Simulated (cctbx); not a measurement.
**What resolution and counting buy: NaPbNO4**

Space group Pnma (no. 62), a = 11.4530 Å, b = 6.6070 Å, c = 5.1580 Å, α = 90.00°, β = 90.00°, γ = 90.00°.

```csv
atom,mult.,x,y,z,Ueq (Å²)
Pb1,4,0.7231,3/4,0.5054,0.0081
Na1,4,1/2,0,0,0.0185
O1,8,0.6667,0.4449,0.7060,0.0169
O2,4,0.3968,3/4,0.7464,0.0206
O3,4,0.5396,3/4,0.3125,0.0214
N1,4,0.4015,3/4,0.4238,0.0191
```

The model is made up (kin elements in a known structure type, no relaxation), so it says nothing on whether the phase exists.

Five simulated data sets (cctbx; Ag Kα, λ = 0.56087 Å; 6 % proportional error) differ in resolution or exposure (noise floor 8 counts in the first three, 8 in the last two). Each is refined with the right model, isotropic at 1.1 Å and anisotropic otherwise. How do the figures of merit and the uncertainties move?

| d min (Å) | top counts | ⟨I/σ⟩ (unmerged, absences included) | unique | param. (scale apart) | Rint | R1 | GooF | largest s.u. xyz (fractional) | s.u. U of N1 (Å²) | largest error (Å) |
| --- | --- | --- | --- | --- | --- | --- | --- | --- | --- | --- |
| 1.1 | 40000 | 10.0 | 170 | 17 | 0.041 | 0.0152 | 1.01 | 0.00145 | 0.0014 | 0.0087 |
| 0.84 | 40000 | 9.9 | 364 | 39 | 0.040 | 0.0143 | 0.94 | 0.00096 | 0.0019 | 0.0077 |
| 0.6 | 40000 | 9.5 | 996 | 39 | 0.046 | 0.0142 | 0.91 | 0.00046 | 0.0010 | 0.0044 |
| 0.75 | 300 | 1.9 | 521 | 39 | 0.221 | 0.0503 | 0.93 | 0.01297 | 0.0225 | 0.0563 |
| 0.75 | 3000 | 5.5 | 521 | 39 | 0.062 | 0.0221 | 0.94 | 0.00234 | 0.0057 | 0.0119 |

The number of reflections grows roughly as 1/d³: 170, 364 and 996 here. R1 follows the noise rather than the truth: at 300 counts it is 0.0503, at 3000 counts 0.0221, while GooF is 0.93 and 0.94: the weights 1/σ² carry the noise. The s.u. of U (U11 where anisotropic) for N1 goes 0.0014, 0.0019, 0.0010 Å² with resolution and 0.0225, 0.0057 Å² with exposure.

Hardware for the 0.6 Å refinement: 0.35 s on 1 thread of Arm Neoverse V2 (shared host), peak memory 0.09 GiB.

[Logs are printed without paths, hosts, clocks, repeated set-up lines and the standing remarks that a program may print on its own settings, such as how far it seeks lower states.]
